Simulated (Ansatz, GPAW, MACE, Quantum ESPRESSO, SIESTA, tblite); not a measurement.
**Nb(100)/C(110) interface (68 atoms) in GPAW**

Aim: run Nb(100)/C(110) interface (68 atoms) in GPAW and see how near its forces come to a plane-wave reference, and at what cost.

Method: the method is named at each step, in GPAW 26.7.0.

## 1. The starting structure

The cell holds 68 atoms: 20 Nb and 48 C. Cell: a = 7.134 Å, b = 7.567 Å, c = 22.999 Å, α = 90.0°, β = 90.0°, γ = 90.0°. Bcc Nb(100), 4 repeat layers, 5 surface cells, strained -3.32 and +2.54 %; diamond-structure C(110), 4 layers, 6 cells, -0.00 and -0.00 %; outer planes 2.25 Å apart, 12 Å of vacuum above; not relaxed, displaced by a Gaussian of 0.02 Å. Then every atom was moved at random, 0.05 Å r.m.s. a Cartesian component. Regions: Nb, 20 atoms (20 Nb); C, 48 atoms (48 C). Vacuum lies along c.

The yardstick, on the same geometry:

- method: Kohn-Sham DFT, PBE, SSSP efficiency 1.3.0 pseudopotentials, plane waves (Quantum ESPRESSO 7.5); sssp-pbe-1.3.0-efficiency, cutoffs 45/360 Ry, Γ point
- r.m.s. force component: 2.345 eV/Å
- longest force: 9.342 eV/Å
- time: 4.1 min on 4 MPI ranks of Arm Neoverse V1, shared host
- CPU time: 16 min

## 2. PBE, LCAO dzp, h 0.28 Å

Method: Kohn-Sham DFT, PBE, PAW, atomic orbitals (dzp).

File run.py:

```python
import numpy as np
from ase.io import read
from gpaw import GPAW, FermiDirac

atoms = read("structure.xyz")
atoms.calc = GPAW(
    mode="lcao",
    basis="dzp",
    h=0.28,
    xc="PBE",
    kpts={"size": (1, 1, 1), "gamma": True},
    occupations=FermiDirac(0.05),
    maxiter=200,
    symmetry={"point_group": False},
    txt="gpaw.txt",
)
energy = atoms.get_potential_energy(force_consistent=True)
forces = atoms.get_forces()
print(f"energy {energy:.6f} eV")
print("forces (eV/A)")
for i, (a, f) in enumerate(zip(atoms, forces)):
    print(f"{i:4d} {a.symbol:2s} {f[0]:10.5f} {f[1]:10.5f} {f[2]:10.5f}")
print(f"Fermi level {atoms.calc.get_fermi_level():.4f} eV")
for k in range(len(atoms.calc.get_ibz_k_points())):
    for s in range(atoms.calc.get_number_of_spins()):
        e = atoms.calc.get_eigenvalues(kpt=k, spin=s)
        n = np.searchsorted(e, atoms.calc.get_fermi_level())
        print(f"k {k} spin {s} levels about the Fermi level:", np.round(e[max(n - 6, 0):n], 4).tolist(), "|", np.round(e[n:n + 6], 4).tolist())
```

File structure.xyz:

```xyz
68
Lattice="7.13400 0.00000 0.00000 0.00000 7.56670 0.00000 0.00000 0.00000 22.99872" Properties=species:S:1:pos:R:3 pbc="T T T"
Nb 5.70556 3.02774 5.98404
Nb 4.99344 0.69954 7.68019
Nb 5.72482 2.96274 9.33472
Nb 3.60980 3.80499 10.87264
Nb 4.23531 6.03573 5.99485
Nb 3.62450 3.77382 7.69399
Nb 4.34425 6.10254 9.39199
Nb 2.08727 6.78309 10.95797
Nb 2.92080 1.51939 5.92953
Nb 2.12850 6.80995 7.72527
Nb 2.82242 1.41944 9.29654
Nb 0.77247 2.33576 10.81952
Nb 1.40811 4.49825 5.97875
Nb 0.71069 2.32585 7.61051
Nb 1.37558 4.58973 9.27147
Nb 6.30489 5.26362 10.96234
Nb 6.99467 0.09224 6.07833
Nb 6.48680 5.30585 7.71745
Nb 7.13229 0.00446 9.33196
Nb 4.98980 0.83582 10.93612
C 3.90251 5.62985 13.15826
C 1.18738 4.47078 13.17091
C 1.99559 4.43749 14.52438
C 2.98979 5.71399 14.47171
C 3.82489 5.71611 15.65431
C 1.20928 4.57188 15.74653
C 2.12536 4.46216 16.96064
C 3.00463 5.73397 16.88635
C 3.87169 0.75584 13.18310
C 1.34690 6.93768 13.21069
C 2.16674 6.92868 14.49793
C 2.98793 0.70385 14.48045
C 3.93968 0.72882 15.74607
C 1.17647 7.06949 15.66167
C 2.14412 6.89954 16.96593
C 2.94820 0.67139 16.98478
C 0.37625 5.73692 13.27302
C 4.81438 4.50022 13.28981
C 5.60775 4.54789 14.56417
C 6.50136 5.75985 14.39260
C 0.43874 5.75183 15.77850
C 4.66364 4.42879 15.75228
C 5.69843 4.45928 17.00019
C 6.56542 5.81841 16.97168
C 3.84252 3.20722 13.20793
C 1.21956 1.87019 13.12491
C 2.16817 2.05648 14.50552
C 2.99635 3.09826 14.49241
C 3.91999 3.11408 15.89258
C 1.16306 1.89697 15.66742
C 2.04018 1.97884 17.01537
C 2.97224 3.15819 17.02595
C 0.36897 0.73632 13.26198
C 4.80653 6.96114 13.23461
C 5.63893 7.03930 14.38524
C 6.60872 0.82477 14.46022
[... 8 atom lines left out ...]
C 0.35848 3.18089 15.77413
C 4.78092 2.02810 15.71825
C 5.70092 1.92028 17.08782
C 6.54644 3.22879 16.99076
```

Command:

```console
OMP_NUM_THREADS=1 python run.py > output.txt
```

What it wrote:

```text
energy -549.794878 eV
forces (eV/A)
   0 Nb   -0.28261   -0.18287   -0.66120
   1 Nb   -0.04238    0.43493   -0.35595
   2 Nb   -0.31156    0.27076   -0.77106
   3 Nb   -0.25295    1.00803    4.54242
   4 Nb   -0.24900   -0.03832   -0.09689
   5 Nb   -0.22364    0.30332   -1.07626
   6 Nb   -0.80621   -0.45684   -0.82252
   7 Nb    0.65189   -0.34386    4.13723
   8 Nb    0.01155    0.07919   -0.06342
   9 Nb    0.33112   -0.39184   -1.32523
  10 Nb    0.40332    0.75459   -0.54073
  11 Nb   -0.33955    0.09157    4.29588
  12 Nb    0.39179   -0.07558    0.22170
  13 Nb    0.39615   -0.50138   -0.39023
  14 Nb    0.73419   -0.49202    0.34652
  15 Nb    0.32108    0.22154    3.94618
  16 Nb   -0.20452    0.14156   -0.69457
  17 Nb   -0.68839    0.02905   -1.20807
  18 Nb    0.39993   -0.02912   -0.18339
  19 Nb   -0.19072   -1.02504    4.16299
  20 C     1.77957    3.29751    0.24146
  21 C    -1.78879   -0.60192    1.45741
  22 C     6.22867    0.51756   -2.98283
  23 C    -1.79336   -1.46823   -2.12413
[...]
60 C    -0.33585   -0.49560   -0.92798
  61 C    -0.91984    4.19268   -0.71266
  62 C     0.53631    3.83766   -0.34871
  63 C    -2.44582    1.23777   -2.29755
  64 C    -1.19245    1.45779    1.02624
  65 C     1.49064   -5.52286    2.45118
  66 C     3.69042    1.76858   -2.16462
  67 C    -3.73046   -0.35764   -0.54027
Fermi level 3.8811 eV
k 0 spin 0 levels about the Fermi level: [3.6595, 3.6938, 3.7009, 3.746, 3.7814, 3.8343] | [3.8825, 3.8878, 3.9181, 3.9618, 4.0291, 4.0749]
```

gpaw.txt:

```text
Input parameters:
  mode=LCAO(),
  basis={'default': 'dzp'},
  h=0.28,
  kpts=MonkhorstPack(size=(1, 1, 1), gamma=True),
  maxiter=200,
  occupations=Occupations(name='fermi-dirac', width=0.05, fixmagmom=False),
  symmetry=Symmetry(point_group=False),
  xc=XC(name='PBE')
Unit cell  # Å
| periodic |        x |        y |         z |   lengths |    angles |
|----------|----------|----------|-----------|-----------|-----------|
|      yes | 7.134000 | 0.000000 |  0.000000 |  7.134000 | 90.000000 |
|      yes | 0.000000 | 7.566700 |  0.000000 |  7.566700 | 90.000000 |
|      yes | 0.000000 | 0.000000 | 22.998720 | 22.998720 | 90.000000 |
Number of symmetries: 1
Symmetry operations  # r_c * U_cc + t_c -> r_c
|   | kind |            matrix            |
|---|------|------------------------------|
| 0 |  E   |  1, 0, 0,  0, 1, 0,  0, 0, 1 |
BZ-sampling:
  Number of BZ points: 1
  Number of IBZ points: 1
  Monkhorst-Pack size: [1, 1, 1]
  Monkhorst-Pack shift: [0, 0, 0]
[... lines left out ...]
  Fermi-Dirac:
[... lines left out ...]
xc functional:
  name: PBE with 2 nearest neighbor stencil
interpolation: tri-quintic # 5. degree polynomial
Initialization done in: 10.531 s
convergence criteria:
- Maximum [total energy] change in last 3 cyles: 0.0005 eV / valence electron
- Maximum integral of absolute [dens]ity change: 0.0001 electrons / valence electron
- Maximum integral of absolute [eigenst]ate change: 4e-08 eV^2 / valence electron
maximum number of iterations: 200
SCF iterations
|iter     |      energy | eigst |  dens |
|---------|-------------|-------|-------|
|iter:   1|-1165.464018 |      c|       |
|iter:   2|-3430.750555 |      c| -0.38 |
|iter:   3| -936.744562 |      c| -0.23 |
|iter:   4| -647.400565 |      c| -0.56 |
|iter:   5| -604.333161 |      c| -0.80 |
[...]
|iter:  15| -549.803601 |      c| -1.80 |
|iter:  16| -549.705246 |      c| -1.94 |
|iter:  17| -549.725142c|      c| -2.06 |
|iter:  18| -549.774244c|      c| -2.14 |
|iter:  19| -549.709625c|      c| -2.06 |
[...]
|iter:  28| -549.571992c|      c| -3.74 |
|iter:  29| -549.571603c|      c| -3.72 |
|iter:  30| -549.571796c|      c| -4.03c|
Converged in 30 steps
SCF loop duration: 349.431 s (11.648 s/step)
Energy contributions relative to reference atoms: (reference = -2127449.105325)
Energy contributions:
  Kinetic:         215.692890
  Coulomb:        -303.467540
  Zero:             26.142611
  External:          0.000000
  Xc:             -487.716675
  Entropy:          -0.446164
  Spinorbit:         0.000000
  ----------------------------
  Free energy:    -549.794878
  Extrapolated:   -549.571796
dipole moment: (32.830846, -39.763788, -1.367695)  # |e|*Ang
Fermi level: 3.881
Eigenvalues  # (at kpt = [0.000, 0.000, 0.000])
| band index |      eig [eV] | occ [0-2] |
|------------|---------------|-----------|
|          0 |       -51.423 |     2.000 |
|        ... |               |           |
|        217 |         3.603 |     1.992 |
|        218 |         3.633 |     1.986 |
[...]
|        232 |         4.134 |     0.013 |
|        ... |               |           |
|        275 |         7.260 |     0.000 |
Gap: 0.048 eV
Transition (v -> c):
  (s=0, k=0, n=224, [0.00, 0.00, 0.00]) -> (s=0, k=0, n=225, [0.00, 0.00, 0.00])
No difference between direct/indirect transitions
Force computation time: 29.643  # s
timing:  # [seconds]
  Total:  389.633  # ━━━━━━━━━━━━━━━━━━━━━━━━━━━━━━━━━━━━━━━━━━━━━━━━━━━━━━━━
  Init:    10.530  # ━╸
  SCF:    349.431  # ━━━━━━━━━━━━━━━━━━━━━━━━━━━━━━━━━━━━━━━━━━━━━━━━━━
  Forces:  29.643  # ━━━━╸
```

It took 6.5 min on 1 thread of Arm Neoverse V1, shared host; peak memory 0.69 GiB.

Banners, paths, timers and routine set-up lines are dropped from the logs unmarked, and long logs keep their key lines alone; longer cuts are marked.

Compared with the plane-wave run:

* r.m.s. force component: 2.414 eV/Å
* r.m.s. difference of force components: 266.6 meV/Å
* longest difference of force vectors: 1234 meV/Å
* force difference over r.m.s. force: 11.37 %
* slope of forces against the reference's: 1.024
* correlation of force components: 0.9942

This is a coarse setting, run to see what it loses.

Length of the force difference by element (eV/Å):

| element | atoms | mean | most |
| --- | --- | --- | --- |
| C | 48 | 0.48 | 1.2 |
| Nb | 20 | 0.094 | 0.18 |

The surroundings of C47, which bears the longest force, nearest first, numbered as they follow in the input and with coordinates relative to it.

```csv
atom,x,y,z,distance (Å),Fx,Fy,Fz (eV/Å)
C47,0.00,0.00,0.00,0.00,-4.43,-9.01,-1.46
C48,0.83,1.04,-0.01,1.33,1.53,7.57,-0.23
C50,-1.01,-0.16,1.16,1.54,3.61,5.34,2.69
C32,0.82,-1.35,-0.03,1.58,0.48,-0.35,-0.93
C46,-0.95,-0.19,-1.38,1.69,-1.00,3.95,0.14
C23,-0.17,2.38,0.02,2.39,6.23,0.52,-2.98
C45,1.67,1.15,-1.30,2.41,3.48,-0.39,-0.24
C61,-1.77,1.16,-1.22,2.44,-0.34,-0.50,-0.93
C49,1.75,1.06,1.39,2.47,-1.46,4.29,-2.64
```

Atoms are counted from 1 here, from 0 in the log.

Forces lie 11 % from the reference's, at 0.40 times its CPU time (on 1 against 4 cores).

The difference per atom is largest on C (0.48 eV/Å on average, against 0.094 on Nb). The forces add up to 4.7 eV/Å instead of zero, usually a sign of too coarse a grid.

## 3. PBE, grid h 0.24 Å

Method: Kohn-Sham DFT, PBE, PAW, finite differences on a real-space grid.

Changes to run.py since step 2:

```diff
@@ -3,2 +3,3 @@
 from gpaw import GPAW, FermiDirac
+from ase.parallel import parprint as print
 
@@ -6,5 +7,4 @@
 atoms.calc = GPAW(
-    mode="lcao",
-    basis="dzp",
-    h=0.28,
+    mode="fd",
+    h=0.24,
     xc="PBE",
@@ -14,2 +14,3 @@
     symmetry={"point_group": False},
+    nbands=269,
     txt="gpaw.txt",
```

structure.xyz is that of step 2.

Command:

```console
OMP_NUM_THREADS=1 mpirun -np 2 gpaw python run.py > output.txt
```

What it wrote:

```text
energy -583.176278 eV
forces (eV/A)
   0 Nb   -0.28814   -0.20793   -0.49507
   1 Nb    0.09691    0.39324   -0.39452
   2 Nb   -0.29428    0.26532   -0.74185
   3 Nb   -0.16635    1.00102    4.42759
   4 Nb   -0.23749   -0.02842    0.05746
   5 Nb   -0.21250    0.29908   -1.13250
   6 Nb   -0.72030   -0.43594   -0.76433
   7 Nb    0.64238   -0.33104    3.97383
   8 Nb    0.03024    0.10955    0.08679
   9 Nb    0.32101   -0.38834   -1.24143
  10 Nb    0.37473    0.68844   -0.52593
  11 Nb   -0.35019    0.09273    4.14619
  12 Nb    0.38096   -0.07419    0.38906
  13 Nb    0.37477   -0.46563   -0.40168
  14 Nb    0.65815   -0.45993    0.28753
  15 Nb    0.22379    0.23793    3.73381
  16 Nb   -0.28801    0.14588   -0.51919
  17 Nb   -0.56296    0.04138   -1.16376
  18 Nb    0.40247   -0.06422   -0.25494
  19 Nb   -0.24740   -0.98822    4.13224
  20 C     0.48095    3.65122    0.70452
  21 C    -0.65989   -0.39117    1.73021
  22 C     6.66785    1.32058   -2.28304
  23 C    -0.15050   -1.79028   -2.27944
[...]
60 C     1.46630   -0.00793   -1.01527
  61 C    -0.02071    4.38388   -0.99159
  62 C    -0.92786    3.17086   -0.64174
  63 C    -1.14830    1.41711   -1.52216
  64 C    -1.99101    1.12969    1.41248
  65 C     2.79073   -4.99923    2.96362
  66 C     2.95498    1.22299   -2.67559
  67 C    -2.42653    0.26695   -0.37626
Fermi level 3.7959 eV
k 0 spin 0 levels about the Fermi level: [3.5762, 3.604, 3.6078, 3.6684, 3.6964, 3.7448] | [3.7969, 3.8034, 3.8344, 3.8771, 3.9481, 3.992]
```

gpaw.txt:

```text
Input parameters:
  mode=FD(),
  h=0.24,
  kpts=MonkhorstPack(size=(1, 1, 1), gamma=True),
  maxiter=200,
  nbands=269,
  occupations=Occupations(name='fermi-dirac', width=0.05, fixmagmom=False),
  symmetry=Symmetry(point_group=False),
  xc=XC(name='PBE')
Diagonalizing LCAO Hamiltonian
Converting LCAO to fd mode
      .-----------------.
     /|                 |
    / |                 |
[... lines left out ...]
  Converge bands: occupied
[... lines left out ...]
  Fermi-Dirac:
[... lines left out ...]
convergence criteria:
- Maximum [total energy] change in last 3 cyles: 0.0005 eV / valence electron
[... lines left out ...]
Converged in 35 steps
[... lines left out ...]
  Coulomb:        -337.610051
  Zero:             15.548229
  External:          0.000000
  Xc:             -498.194970
  Entropy:          -0.442310
  Spinorbit:         0.000000
  ----------------------------
  Free energy:    -583.176278
  Extrapolated:   -582.955124
dipole moment: (32.858435, -39.844852, -1.633015)  # |e|*Ang
Fermi level: 3.796
Eigenvalues  # (at kpt = [0.000, 0.000, 0.000])
| band index |      eig [eV] | occ [0-2] |
|------------|---------------|-----------|
|          0 |       -51.416 |     2.000 |
|        ... |               |           |
|        217 |         3.515 |     1.993 |
|        218 |         3.536 |     1.989 |
[...]
|        232 |         4.050 |     0.012 |
|        ... |               |           |
|        268 |         6.791 |     0.000 |
Gap: 0.052 eV
Transition (v -> c):
  (s=0, k=0, n=224, [0.00, 0.00, 0.00]) -> (s=0, k=0, n=225, [0.00, 0.00, 0.00])
No difference between direct/indirect transitions
Force computation time: 5.022  # s
```

Run time: 4.6 min. Hardware: 2 MPI ranks; peak memory 1.4 GiB; 9.2 min of CPU time.

Compared with the plane-wave run:

```yaml
r_m_s_force_component: 2.252 eV/Å
r_m_s_difference_of_force_components: 671.9 meV/Å
longest_difference_of_force_vectors: 1956 meV/Å
force_difference_over_r_m_s_force: 28.66 %
slope_of_forces_against_the_reference_s: 0.9202
correlation_of_force_components: 0.9586
```

This is a coarse setting, run to see what it loses.

Against the first run (11 %), the force difference from the reference is 29 %, at 1.4 times the CPU time (on 2 against 1 cores).

The difference per atom is largest on C (1.3 eV/Å on average, against 0.040 on Nb). The forces add up to 17 eV/Å instead of zero, usually a sign of too coarse a grid.

## 4. All runs compared

Differences are against the plane-wave reference, forces as r.m.s. over components; share is that over the reference's r.m.s. force, slope the least-squares factor from reference forces to these. Total energies of different programs have different zeros and aren't compared.

```csv
run,"Δ force, r.m.s. (meV/Å)",share (%),slope,cores,CPU time,memory (GiB)
reference,-,-,-,4,16 min,2.6
"GPAW PBE, LCAO dzp, h 0.28 Å (coarse)",267,11.4,1.024,1,6.5 min,0.69
"GPAW PBE, grid h 0.24 Å (coarse)",672,28.7,0.920,2,9.2 min,1.4
```

Rows marked coarse were listed beforehand as settings not expected to be converged; some can still land near the reference.

CPU time is summed over cores on a shared host, where runs went side by side, so it is rough. Symmetry, cutoffs, thresholds, outputs and thread counts weren't matched or tuned between programs; memory under MPI is the largest rank's times the ranks.

Further runs of this program without a result: GPAW PBE, LCAO dzp, h 0.2 Å (cut off at its time limit); GPAW PBE, LCAO szp(dzp), h 0.2 Å (cut off at its time limit); GPAW PBE, LCAO dzp, h 0.2 Å, other mixer settings (cut off at its time limit).

## 5. Outcome

```yaml
nearest_in_forces: GPAW PBE, LCAO dzp, h 0.28 Å (coarse), 11 %
its_cpu_time: 6.5 min
```

What this shows: Runs with settings chosen to be coarse differ by 11 % (GPAW PBE, LCAO dzp, h 0.28 Å) to 29 % (GPAW PBE, grid h 0.24 Å), their programs' other errors included. One electronic-structure run takes under half the reference's CPU time: GPAW PBE, LCAO dzp, h 0.28 Å, at 11 % in 6.5 min against 16 min. The host structure and its lattice constant were typed by rule, without a check against the phase diagram. The electronic-structure runs sample only Γ, in a cell whose shortest periodic width is 7 Å, which is coarse for a cell with partly filled levels.

[Also dropped from logs without a mark: logging warnings of Python, and SIESTA's first energy breakdown and zero terms.]

[Logs are printed without paths, hosts, clocks, repeated set-up lines and the standing remarks that a program may print on its own settings, such as how far it seeks lower states.]

[Hosts, paths, dates, database ids (printed as entryN), source tags and the programs' standing remarks are cut or masked in the printed files.]
